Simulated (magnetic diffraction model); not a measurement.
# Which magnetic order? DyHoTe3

Space group R3m (no. 160), a = 4.4540 Å, c = 31.1860 Å.

```
site  atom    x    y       z
  3a    Ho  1/3  2/3  0.2706
  3a    Dy  1/3  2/3  0.0651
  3a    Te    0    0  0.2164
  3a    Te  2/3  1/3  0.1161
  3a    Te  2/3  1/3  0.3294
```

The compound is invented for this exercise: a known structure type with other elements, its cell scaled to their sizes and not relaxed.

Only Ho and Dy are taken to order (form factors of Ho3+ and Dy3+); orders and moment sizes are assumed, and not adapted to the symmetry. Radiation: neutrons of λ = 2.52 Å (absorption by Dy left out), 8° to 65°; isotropic B of 0.13 Å² (Ho), 0.15 Å² (Dy) and 0.15 Å² (Te). The intensities are simulated: I ∝ L Σ (|F_N|² + |F_M⊥|²) for unpolarised neutrons, with F_M = 2.695 fm/μB × Σ f(s) S exp(2πi Q·r) exp(−B s²) at Q = H ± k (one set where k and −k are equivalent), only the part normal to Q counting and L = 1/(sin²θ cos θ). For collinear order S is the moment m, which repeats by lattice and centring translations R with the sign exp(−2πi k·R). Form factors are spin-only for 3d ions and dipole or tabulated for f ions, scattering lengths are Sears's of 1992, and absorption is left out. A label names one of the reflections at its angle. The strongest nuclear line in the range is 100, and lines under 0.2 are left out.

Above the ordering temperature:

```
2θ (°)     index      I
 13.92   (0 0 3)   23.9
 28.06   (0 0 6)   14.4
 38.43   (1 0 1)   13.2
 39.33   (0 1 2)    6.2
 42.65   (0 0 9)    1.7
 42.75   (1 0 4)    6.1
 45.17   (0 1 5)  100.0
 51.20   (1 0 7)    4.2
 54.72   (0 1 8)   12.3
 58.00  (0 0 12)    1.3
 62.60  (1 0 10)   46.0
```

Below it (cell unchanged):

```tsv
2θ (°)	I
13.92	30.7
28.06	15.2
38.43	65.8
39.33	128.4
42.65	1.9
42.75	32.9
45.17	100.7
51.20	49.2
54.72	41.5
58.00	1.7
62.60	46.7
```

**Question.** Find the propagation vector, then choose among these models:
A. collinear moments along [120], 8.9 μB on Ho and 8.2 μB on Dy; signs + at (1/3, 2/3, 0.2706), + at (1/3, 2/3, 0.0651)
B. collinear moments along [120], 8.9 μB on Ho and 8.2 μB on Dy; signs + at (1/3, 2/3, 0.2706), − at (1/3, 2/3, 0.0651)
C. collinear moments along [101], 8.9 μB on Ho and 8.2 μB on Dy; signs + at (1/3, 2/3, 0.2706), − at (1/3, 2/3, 0.0651)
D. collinear moments along [101], 8.9 μB on Ho and 8.2 μB on Dy; signs + at (1/3, 2/3, 0.2706), + at (1/3, 2/3, 0.0651)

No line moves, and magnetic intensity falls on nuclear lines such as the one at 39.33°, so the magnetic cell equals the chemical primitive cell: k = 0.

Magnetic intensity, observed (below minus above) and for each model:

| 2θ (°) | index | observed | A | B | C | D |
| --- | --- | --- | --- | --- | --- | --- |
| 13.92 | (0 0 3) | 6.9 | 51.2 | 344.8 | 6.9 | 1.0 |
| 28.06 | (0 0 6) | 0.8 | 52.7 | 42.6 | 0.8 | 1.1 |
| 38.43 | (1 0 1) | 52.6 | 48.1 | 27.4 | 52.6 | 92.5 |
| 39.33 | (0 1 2) | 122.2 | 5.8 | 69.2 | 122.2 | 10.3 |
| 42.75 | (1 0 4) | 26.9 | 51.1 | 20.1 | 26.9 | 68.3 |
| 45.17 | (0 1 5) | 0.7 | 67.0 | 0.6 | 0.7 | 75.8 |
| 51.20 | (1 0 7) | 45.0 | 2.3 | 55.9 | 45.0 | 1.8 |
| 62.60 | (1 0 10) | 0.7 | 41.5 | 1.4 | 0.7 | 20.9 |

Model C matches.

The structure used: k = (0 0 0), collinear moments along [101], 8.9 μB on Ho and 8.2 μB on Dy; signs + at (1/3, 2/3, 0.2706), − at (1/3, 2/3, 0.0651).

[Logs are printed without paths, hosts, clocks, repeated set-up lines and the standing remarks that a program may print on its own settings, such as how far it seeks lower states.]
